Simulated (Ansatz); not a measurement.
**AlNi (Pm-3m): the Drude term of Re ε in the infrared**

Re ε of AlNi (Pm-3m) at low photon energies is read from one computed spectrum; the carriers' damping was typed as γ = 0.03 eV.

The structure is cubic, space group Pm-3m (No. 221). The conventional cell has a = 2.881 Å, b = 2.881 Å, c = 2.881 Å, α = 90.00°, β = 90.00°, γ = 90.00°. Around Ni on site b lie 8 Al at 2.50 Å. Al on site a has 8 Ni at 2.50 Å as nearest neighbours.

Method: Ansatz 0.2.0, PBE, independent particles, k-mesh 12×12×12 with interpolation inside its cells, Gaussian parameter 0.1 eV.

Launch of the response step: `ansatz run input.yaml --threads 4 --pin off --max-ram 8192MiB --backend cpu --events-out ev --progress --plain --runs-dir out`. The run took 4 s, on 4 threads of Intel(R) Xeon(R) 6975P-C (Granite Rapids) (shared host).

```
photon energy E (eV)  wavelength (µm)    Re ε
                0.25             4.96       ?
                0.30             4.13  -561.4
                0.35             3.54  -414.8
                0.40             3.10  -316.6
                0.50             2.48  -198.2
                0.60             2.07  -133.4
                0.70             1.77   -94.1
```

A Drude term over a constant background gives Re ε = ε_b − ωp²/(E² + γ²), linear in 1/(E² + γ²).

Working, on the rows shown:

| x = 1/(E² + γ²) (eV⁻²) | y = Re ε |
| --- | --- |
| 11.0011 | -561.4 |
| 8.10373 | -414.8 |
| 6.21504 | -316.6 |
| 3.98565 | -198.2 |
| 2.77085 | -133.4 |
| 2.03707 | -94.1 |

Means: x̄ = 5.6856, ȳ = -286.42. Σ(x − x̄)(y − ȳ) = -3086, Σ(x − x̄)² = 59.08. Slope = -3086 / 59.08 = -52.23; intercept = ȳ − slope · x̄ = 10.543. The line misses the rows shown by at most 2.6.

Problem. Predict the last column of the withheld row from the fit.

Solution. At x = 15.773 the line gives y = -813.28. The run gave -797.5, so the extrapolation is off by 16, 2 % of the range in the table.

Refitted with all rows, the slope is -51.3 and the intercept 6.1508. These give ωp = √(−slope) = 7.16 eV, against 7.14 eV from the program's Fermi-surface sum, and an intercept of 6.2. Taking the program's Drude term off the rows leaves 7 at the lowest energy and 10 at the highest, so the background isn't constant: interband transitions lie in or near the window, and neither fitted number can be trusted. The cell comes from an older database entry, whose edges can be off by a per cent or so. The values come from a sum over the points of one k-mesh and carry its error, which is largest for Fermi-surface quantities.

[Logs are printed without paths, hosts, clocks, repeated set-up lines and the standing remarks that a program may print on its own settings, such as how far it seeks lower states.]
